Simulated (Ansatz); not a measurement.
# Lattice dynamics of YbTl (Pm-3m)

Task: relax YbTl (Pm-3m), then find its harmonic phonons.

Method: DFT PBEsol, scalar-relativistic, plane waves, PAW, in Ansatz 0.2.0.

Most raw output is cut from this account.

## 1. The starting structure

It takes space group Pm-3m (No. 221, cubic). The conventional cell has a = 3.826 Å, b = 3.826 Å, c = 3.826 Å, α = 90.00°, β = 90.00°, γ = 90.00°. Nearest to Yb lie 8 Tl at 3.31 Å. Nearest to Tl lie 8 Yb at 3.31 Å. Farther neighbours are not listed.

## 2. Bringing the structure to rest

The cell and atoms are relaxed, since residual forces and stress would shift the frequencies.

Contents of input.yaml:

```yaml
crystal:
  lattice:
    - [3.826, 0.0, 0.0]
    - [0.0, 3.826, 0.0]
    - [0.0, 0.0, 3.826]
  atoms:
    - { symbol: Yb, position: [0.5, 0.5, 0.5] }
    - { symbol: Tl, position: [0.0, 0.0, 0.0] }
kpoints:
  mp_grid: { grid: [12, 12, 12] }
hamiltonian:
  xc: pbesol
scf:
  occupations: { method: gaussian, width: 0.1 }
output:
  forces: true
  stress: true
  eigenvalues: true
  write_density: true
  write_potential: true
  elf: true
  volumetric_format: npy
relax:
  adjacent_minimum: "off"
  f_tol: 0.005
  max_steps: 80
  cell: { stress_tol: 0.05 }
```

Run with:

```console
ansatz run input.yaml --threads 8 --pin off --max-ram 14336MiB --backend cpu --events-out ev --progress --plain --runs-dir out
```

Wall time 4.9 s (8 threads of Intel Xeon Platinum 8488C (Sapphire Rapids), shared host); peak memory 0.56 GiB.

The steps of the relaxation:

```
step  energy less that of the first step (eV)  largest force component (eV/Å)  pressure (GPa)  volume (Å³)
   1                                   0.0000                          0.0000           -2.05        56.01
   2                                  -0.0195                          0.0000           -0.07        53.32
   3                                  -0.0196                          0.0000            0.01        53.24
  4*                                  -0.0187                          0.0000            0.00        53.24
```

Relaxation steps marked * repeat the geometry before them on a plane-wave basis chosen anew for their cell, so energy and pressure can jump there.

The run keeps the 48 symmetry operations that it works with, so distortions that break them were not tested.

```
conventional cell, symmetrised  before  after  change
                         a (Å)   3.826  3.762  -1.7 %
                         b (Å)   3.826  3.762  -1.7 %
                         c (Å)   3.826  3.762  -1.7 %
              volume (Å³/atom)   28.00  26.62  -4.9 %
```

Final coordinates:

```
Yb Tl
1.0
     3.76186    0.00000    0.00000
     0.00000    3.76186    0.00000
     0.00000    0.00000    3.76186
Yb Tl
1 1
Direct
  0.50000 0.50000 0.50000
  0.00000 0.00000 0.00000
```

This step gave:

```yaml
pressure: -0.003589 GPa
volume_per_atom: 26.62 Å³
gap_on_the_k_mesh: 0 eV
```

Valence density in the ac plane at fractional y = 0.500, with atoms of Yb within 0.2 Å of it. It is the smooth field of the valence electrons, not physical close to the nuclei.

Values in e/Å³, 13 rows by 14 columns, each cell a mean:
```
 0  0  0  0  0  0  0  0  0  0  0  0  0  0
 0  0  0  0  0  0  0  0  0  0  0  0  0  0
 0  0  0  0  0  0  0  1  0  0  0  0  0  0
 0  0  0  0  0  1  2  2  2  1  0  0  0  0
 0  0  0  0  1  4 10 12  8  3  1  0  0  0
 0  0  0  1  2  9 23 30 19  6  2  0  0  0
 0  0  0  1  2 10 26 33 21  7  2  0  0  0
 0  0  0  0  1  5 14 17 11  4  1  0  0  0
 0  0  0  0  1  2  4  5  3  1  0  0  0  0
 0  0  0  0  0  0  1  1  1  0  0  0  0  0
 0  0  0  0  0  0  0  0  0  0  0  0  0  0
 0  0  0  0  0  0  0  0  0  0  0  0  0  0
 0  0  0  0  0  0  0  0  0  0  0  0  0  0
```
Columns run along a (3.8 Å), rows up along c (3.8 Å). Atoms in or near the plane, at fractional coordinates: Yb at (0.50, 0.50).

Electrostatic potential energy in the ac plane at fractional y = 0.500, with atoms of Yb within 0.2 Å of it. With pseudopotentials it is smooth inside the atoms' cores, unlike the true potential.

Values in eV, 13 rows by 14 columns, each cell a mean:
```
 16  16  15  15  14  14  13  13  13  14  14  15  16  16
 16  15  15  14  13  11  10  10  11  12  13  14  15  16
 15  15  14  12   9   5   1  -1   2   6  10  13  14  15
 15  14  13   9   2  -9 -17 -19 -15  -6   4  10  13  14
 14  13  11   4 -10 -25 -37 -40 -34 -21  -6   7  12  14
 14  13  10  -1 -18 -36 -51 -53 -48 -31 -14   4  11  13
 14  13   9  -1 -19 -37 -52 -53 -50 -32 -15   3  10  13
 14  13  10   2 -13 -29 -42 -46 -39 -25  -9   6  11  13
 15  14  12   7  -2 -15 -24 -26 -22 -11   1   9  12  14
 15  15  14  11   8   2  -4  -5  -2   4   9  12  14  15
 16  15  15  13  12  10   8   8   9  10  12  14  15  15
 16  16  15  15  14  13  13  12  13  13  14  15  15  16
 16  16  16  15  15  14  14  14  14  14  15  15  16  16
```
Columns run along a (3.8 Å; values clipped at the 3rd and 97th percentile), rows up along c (3.8 Å). Atoms in or near the plane, at fractional coordinates: Yb at (0.50, 0.50).

ELF in the ac plane at fractional y = 0.500, with atoms of Yb within 0.2 Å of it. It is the smooth field of the valence electrons, not physical close to the nuclei.

Ten even steps from '0' (0.07) to '9' (0.80), each cell a mean:
```
33321000012233
33210000000223
32100122210012
21002577641001
10015899984000
00027998996100
00037998996100
10026999985100
21003688852001
32100234310012
33210000000123
33321000001233
33332100012333
```
Columns run along a (3.8 Å), rows up along c (3.8 Å). Atoms in or near the plane, at fractional coordinates: Yb at (0.50, 0.50).

In this step the volume went from 28.00 to 26.62 Å³/atom.

## 3. Relaxing to small forces for the phonons

Phonons need a cell at rest on their own settings, so the relaxation is repeated with tight tolerances on forces and stress on the k mesh and occupations of the first response run.

Contents of input.yaml:

```yaml
crystal:
  lattice:
    - [3.7618620813, 0.0, 0.0]
    - [0.0, 3.7618620813, 0.0]
    - [0.0, 0.0, 3.7618620813]
  atoms:
    - { symbol: Yb, position: [0.5, 0.5, 0.5] }
    - { symbol: Tl, position: [0.0, 0.0, 0.0] }
kpoints:
  mp_grid: { grid: [12, 12, 12] }
hamiltonian:
  xc: pbesol
scf:
  occupations: { method: methfessel_paxton, width: 0.2 }
output:
  forces: true
  stress: true
  eigenvalues: true
relax:
  adjacent_minimum: "off"
  f_tol: 0.001
  max_steps: 60
  cell: { stress_tol: 0.01 }
```

It took 4.7 s on 8 threads; peak memory 0.54 GiB.

The steps of the relaxation:

```
step  energy less that of the first step (eV)  largest force component (eV/Å)  pressure (GPa)  volume (Å³)
   1                                   0.0000                          0.0000           -0.18        53.24
   2                                  -0.0002                          0.0000            0.01        53.01
   3                                  -0.0002                          0.0000            0.00        53.03
  4*                                  -0.0001                          0.0000            0.00        53.03
```

Relaxation steps marked * repeat the geometry before them on a plane-wave basis chosen anew for their cell, so energy and pressure can jump there.

Forces are held to the 48 operations that the run works with; a distortion that breaks them can't arise in this run.

```
conventional cell, symmetrised  before  after  change
                         a (Å)   3.762  3.757  -0.1 %
                         b (Å)   3.762  3.757  -0.1 %
                         c (Å)   3.762  3.757  -0.1 %
              volume (Å³/atom)   26.62  26.52  -0.4 %
```

Final coordinates:

```
Yb Tl
1.0
     3.75700    0.00000    0.00000
     0.00000    3.75700    0.00000
     0.00000    0.00000    3.75700
Yb Tl
1 1
Direct
  0.50000 0.50000 0.50000
  0.00000 0.00000 0.00000
```

Numbers from this step:

* pressure: -4.40e-4 GPa
* volume per atom: 26.52 Å³

The forces vanish by symmetry and the pressure is 0.000 GPa, within the tolerances set. The cell now holds 26.52 Å³/atom.

## 4. Zone-centre response

The zone centre comes first: it holds the modes that light can see, as far as symmetry allows. No field response is asked, since the mesh shows no gap.

input.yaml, the sections that differ from step 3:

```yaml
crystal:
  lattice:
    - [3.7569961259, 0.0, 0.0]
    - [0.0, 3.7569961259, 0.0]
    - [0.0, 0.0, 3.7569961259]
  atoms:
    - { symbol: Yb, position: [0.5, 0.5, 0.5] }
    - { symbol: Tl, position: [0.0, 0.0, 0.0] }
output:
  eigenvalues: true
phonons:
  method: dfpt
# kpoints, hamiltonian, scf: as in step 3
# relax: removed
```

Run time: 13 s. Hardware: 8 threads; peak memory 1 GiB.

This step gave:

| Quantity | Value |
| --- | --- |
| sum-rule residual before enforcement | 3.39e-5 eV/Å² |
| point group | m-3m |
| highest optical mode at the zone centre (no LO-TO term) | 86.37 cm⁻¹ |
| lowest optical zone-centre mode | 86.37 cm⁻¹ |

Patterns of degenerate modes are one choice out of their space. Modes at Γ, with each element's share of the kinetic energy:

```
mode  frequency (cm⁻¹)  symmetry  Yb %  Tl %
   1               0.0  acoustic    46    54
   2               0.0  acoustic    46    54
   3               0.0  acoustic    46    54
   4              86.4       T1u    54    46
   5              86.4       T1u    54    46
   6              86.4       T1u    54    46
```

Displacements in mode 4 (86.4 cm⁻¹), the largest set to 1:
```
Yb1  0.00  0.00  1.00
Tl2  0.00  0.00 -0.85
```

Before it was imposed, the acoustic sum rule was missed by 3.4e-5 eV/Å². Small misses are needed for a sound result but don't prove that mesh and cutoff are converged. The lowest optical mode is real, 86.4 cm⁻¹.

## 5. Response at finite wavevector

Stability and thermal properties need the whole zone. Linear response on a 4×4×4 q mesh gives force constants as far as a supercell of that size would.

input.yaml: that of step 4 with these lines changed.

```diff
@@ -18 +18,8 @@
   method: dfpt
+  qmesh: [4, 4, 4]
+  temperatures: { t_max: 1000, t_step: 50 }
+  qpath:
+    path:
+      - [[0.0, 0.0, 0.0], [0.0, 0.5, 0.0], [0.5, 0.5, 0.0], [0.0, 0.0, 0.0], [0.5, 0.5, 0.5], [0.0, 0.5, 0.0]]
+      - [[0.5, 0.5, 0.5], [0.5, 0.5, 0.0]]
+    npoints: 10
```

Elapsed: 5.6 min, on 8 threads; peak memory 3.2 GiB; 40 min of CPU time.

Numbers from this step:

| Item | Value |
| --- | --- |
| sum-rule residual before enforcement | 4.56e-5 eV/Å² |
| lowest frequency on the path | 0 cm⁻¹ |
| highest frequency on the path or at a solved wavevector | 100.5 cm⁻¹ |
| mean frequency | 65.4 cm⁻¹ |
| Debye temperature (second moment) | 128 K |
| logarithmic mean frequency | 61.4 cm⁻¹ |
| lowest mode on the q mesh (acoustic modes at Γ apart) | 25.19 cm⁻¹ |
| zero-point energy per atom | 12.16 meV |
| heat capacity at 300 K | 24.72 J/(mol atoms K) |
| vibrational entropy at 300 K | 55.56 J/(mol atoms K) |

Frequencies (cm⁻¹) solved at each irreducible wavevector; negative means imaginary. Frequencies by wavevector, by row:

```
q in reciprocal lattice units  star  mode 1  mode 2  mode 3  mode 4  mode 5  mode 6
                        0 0 0     1       0       0       0    86.4    86.4    86.4
                     0 0 0.25     6      37      37    46.1    80.6    80.6    87.1
                     0 0 -0.5     3    61.8    61.8    66.7    66.7    67.2    82.8
                  0 0.25 0.25    12    25.2    46.2      65    74.5    76.3    95.3
                  0 0.25 -0.5    12    41.6    45.8    60.3    62.3    90.2    93.8
                  0 -0.5 -0.5     3    28.3    28.3    53.8      63   100.5   100.5
               0.25 0.25 0.25     8    44.4    44.4      53    83.5    88.2    88.2
               0.25 0.25 -0.5    12    36.3    46.5    66.4      73    88.7      94
               0.25 -0.5 -0.5     6    44.6    44.6    68.5    69.5    91.7    91.7
               -0.5 -0.5 -0.5     1    64.7    64.7    64.7    73.6    73.6    73.6
```

Interpolated from a 4×4×4 q mesh. Phonon branches along the path, in cm⁻¹:

```
    point  branch 1  branch 2  branch 3  branch 4  branch 5  branch 6
        Γ         0         0         0        86        86        86
  halfway        37        37        46        81        81        87
        X        62        62        67        67        67        83
  halfway        42        46        60        62        90        94
        M        28        28        54        63       100       100
  halfway        25        46        65        74        76        95
        Γ         0         0         0        86        86        86
  halfway        44        44        53        84        88        88
        R        65        65        65        74        74        74
  halfway        36        46        66        73        89        94
        X        62        62        67        67        67        83
jump to R        65        65        65        74        74        74
  halfway        45        45        68        70        92        92
        M        28        28        54        63       100       100
```

Tetrahedra on a 16×16×16 mesh, mean over bins of 1 cm-1. Interpolated from a 4×4×4 q mesh. Phonon density of states against wavenumber; read off at these points:

wavenumber (cm⁻¹), phonon density of states (1/cm⁻¹/cell) and a bar:
```
      0.5      0.000 
      3.5      0.000 
      7.5      0.001 
     10.5      0.002 
     14.5      0.004 #
     17.5      0.005 #
     21.5      0.009 ##
     24.5      0.013 ##
     28.5      0.030 ######
     31.5      0.054 ##########
     34.5      0.070 #############
     36.5      0.099 ###################
     38.5      0.073 ##############
     41.5      0.066 ############
     45.5      0.078 ###############
     46.5      0.094 ##################
     48.5      0.084 ################
     52.5      0.057 ###########
     55.5      0.080 ###############
     59.5      0.092 #################
     62.5      0.098 ###################
     63.5      0.132 #########################
     66.5      0.075 ##############
     69.5      0.050 #########
     72.5      0.092 #################
     73.5      0.111 #####################
     76.5      0.077 ###############
     79.5      0.072 ##############
     83.5      0.072 ##############
     86.5      0.074 ##############
     90.5      0.140 ##########################
     92.5      0.159 ##############################
     93.5      0.157 ##############################
     97.5      0.061 ############
    100.5      0.003
```

The partial phonon density of states has structure finer than the step of the table below, so its rows give means over 5 cm⁻¹, whole bins alone (the curve runs from -10 to 113 cm⁻¹). Peaks (cm⁻¹: height): Tl 63.7: 0.0775, 91.7: 0.0539; Yb 56.7: 0.0379, 73.8: 0.0615, 91.7: 0.0830.

Phonopy on the run's constants, 15x15x15 mesh, Gaussian sigma 2.0 cm-1. Interpolated from a 4×4×4 q mesh. Table of partial phonon density of states by wavenumber; means over each step; values in 1/cm⁻¹/cell:

```
wavenumber (cm⁻¹)       Tl       Yb
               -5   1.1e-5   9.0e-6
                0   7.9e-5   6.8e-5
                5   2.6e-4   2.2e-4
               10   9.4e-4   8.0e-4
               15  0.00255  0.00214
               20  0.00414  0.00343
               25  0.00999  0.00784
               30   0.0255   0.0186
               35   0.0412   0.0303
               40   0.0415   0.0302
               45   0.0458   0.0318
               50   0.0434   0.0301
               55   0.0439   0.0341
               60   0.0575   0.0318
               65   0.0686   0.0251
               70   0.0282   0.0406
               75   0.0251   0.0575
               80   0.0271   0.0463
               85   0.0321   0.0510
               90   0.0488   0.0753
               95   0.0415   0.0645
              100   0.0113   0.0177
              105   3.6e-4   5.7e-4
              110        0        0
```

Second derivatives of the energy by pair, one row for each kind of neighbour of each atom listed. Each entry sums the pair over the periodic images of the supercell that the q mesh stands for, and in a polar crystal it holds the long-range dipole part too. Force constants by pair, by row:

```
atom  neighbour  distance (Å)  third of the trace (eV/Å²)  along the pair's line (eV/Å²)
 Yb1     itself             0                       3.322                              –
 Yb1         Tl         3.254                     -0.3126                         -1.099
 Yb1         Yb         3.757                     -0.0755                         -0.377
 Yb1         Yb         5.313                     -0.0144                         0.0087
 Yb1         Tl          6.23                     -0.0036                        -0.0035
 Yb1         Yb         6.507                      -0.012                        -0.0394
 Tl2     itself             0                       3.192                              –
 Tl2         Yb         3.254                     -0.3126                         -1.099
 Tl2         Tl         3.757                     -0.0542                        -0.1101
 Tl2         Tl         5.313                     -0.0102                         -0.032
 Tl2         Yb          6.23                     -0.0036                        -0.0035
 Tl2         Tl         6.507                      -0.002                         0.0068
```

Harmonic thermodynamic functions per atom, from the density of states. Interpolated from a 4×4×4 q mesh. Thermodynamic functions, by row:

```
T (K)  F_vib (meV/atom)  S (J/mol-atom/K)  C_V (J/mol-atom/K)
    0             12.16                 0                   0
   50              9.38             14.37               18.51
  100             -2.18             29.03               23.03
  200            -41.75             45.59               24.44
  300             -94.5             55.56               24.72
  400            -155.9             62.69               24.81
  500            -223.9             68.23               24.86
  600              -297             72.76               24.88
  700            -374.5              76.6                24.9
  800            -455.6             79.92               24.91
  900              -540             82.86               24.91
 1000            -627.3             85.48               24.92
```

Harmonic mean-square displacement, third of the trace. Interpolated from a 4×4×4 q mesh. Mean square displacements, by row:

```
T (K)  Yb1 U_eq (Å²)  Tl2 U_eq (Å²)
    0        0.00163        0.00154
  100        0.00496        0.00506
  300        0.01427        0.01465
  600        0.02842        0.02921
```

Symmetry leaves 10 wavevectors to solve. The lowest mode among them, the acoustic zeros apart, lies at q = (0, 0.25, 0.25) and is real, 25.2 cm⁻¹.

## 6. Results

| Property | Result |
| --- | --- |
| space group after relaxation (within 0.01 Å) | Pm-3m |
| volume per atom | 26.5 Å³ |
| electronic character | no gap on this mesh |
| highest optical mode at the zone centre (no LO-TO term) | 86.4 cm⁻¹ |
| lowest optical zone-centre mode | 86.4 cm⁻¹ |
| lowest mode on the q mesh (acoustic modes at Γ apart) | 25.2 cm⁻¹ |
| highest frequency on the path or at a solved wavevector | 101 cm⁻¹ |
| zero-point energy per atom | 12.2 meV |
| heat capacity at 300 K | 24.7 J/(mol atoms K) |
| vibrational entropy at 300 K | 55.6 J/(mol atoms K) |
| Debye temperature (second moment) | 128 K |
| imaginary modes on the 4×4×4 q mesh | none |

The structure is a minimum as far as tested: no mode is imaginary at the 10 irreducible wavevectors of the 4×4×4 mesh, and the softest away from the acoustic zeros lies at 25 cm⁻¹. The optical modes at Γ form one degenerate level at 86 cm⁻¹. With no gap, or one that is small against the smearing, the frequencies hang on the k mesh and the smearing, most of all near Kohn anomalies. The phonon runs are without spin polarisation, although the cell has an odd electron count. The 4f shell is treated without a U, so valence and screening may be off. Spin-orbit coupling is left out, which can matter for the heavy elements here. These are harmonic frequencies at zero temperature: anharmonic shifts, linewidths and thermal expansion are left out.

[Logs are printed without paths, hosts, clocks, repeated set-up lines and the standing remarks that a program may print on its own settings, such as how far it seeks lower states.]

[Hosts, paths, dates, database ids (printed as entryN), source tags and the programs' standing remarks are cut or masked in the printed files.]
